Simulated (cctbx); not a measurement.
# Lattice, Laue class and space group of a new crystal

Cell: a = 3.7000 Å, b = 3.7000 Å, c = 20.2130 Å, α = 90.00°, β = 90.00°, γ = 120.00°. Expected content of the cell: Eu6 Cl3 B3.

The data are simulated with cctbx, not measured: Cu Kα, λ = 1.54184 Å, to d = 0.83 Å, 50 % of the full sphere, strongest reflection 40000 counts, noise from counting, a 4 % proportional error and a noise floor of 8 counts (s.d.); no absorption.

A first pass over the reflections prints:

```text
847 reflections to d = 0.837 A
centring   violations  <I/sigma> of those
    A        143 of   432      7.5
    B        152 of   438      7.7
    C        151 of   444      7.6
    I        139 of   416      7.5
    R          0 of   564     -0.0
    F        223 of   657      7.6
Laue class    unique    Rint  (classes that these axes allow; Friedel mates merged)
R -3 :H           102   0.028
R -3 m :H          75   0.030
space group    extra absences  I>4sigma  <I/sigma>
R 3 2 :H                0          0         -  acentric
R 3 m :H                0          0         -  acentric
R -3 m :H               0          0         -  centric
Wilson B = 0.88 A^2   <|E^2-1|> = 0.586 (0.968 centric, 0.736 acentric)   E^2>4: 0.0 %
shell (A)         n   <I/sigma>
 3.16 - 1.48     17     32.7
 1.48 - 1.19     11     41.1
 1.19 - 1.05     13     42.5
 1.05 - 0.96     11     35.2
 0.96 - 0.89      6     39.1
 0.89 - 0.84     17     42.0
```

Q: Read the symmetry from these tables.

The reflections that R centring forbids are absent (⟨I/σ⟩ near 0), so the lattice is R.

Rint stays low (0.028 to 0.030) up to R -3 m :H, the highest class in these axes.

3 settings pass the absence test. No glide or screw absences show, which leaves R 3 2, R 3 m and R -3 m.

⟨|E²−1|⟩ = 0.586 leans to a non-centrosymmetric structure, or to twinning, which lowers it. Here that hint misleads: the statistic assumes many like atoms on general positions, and few, heavy or special-position atoms break it. The Wilson B of 0.88 Å² means U ≈ 0.0111 Å².

The true group is R-3m (no. 166), Laue class -3m, centrosymmetric. The tables only narrow the choice to the tied entries; cell content, site symmetry and trial solutions must settle it.

The model is made up (kin elements in a known structure type, no relaxation), so it says nothing on whether the phase exists.

[Logs are printed without paths, hosts, clocks, repeated set-up lines and the standing remarks that a program may print on its own settings, such as how far it seeks lower states.]
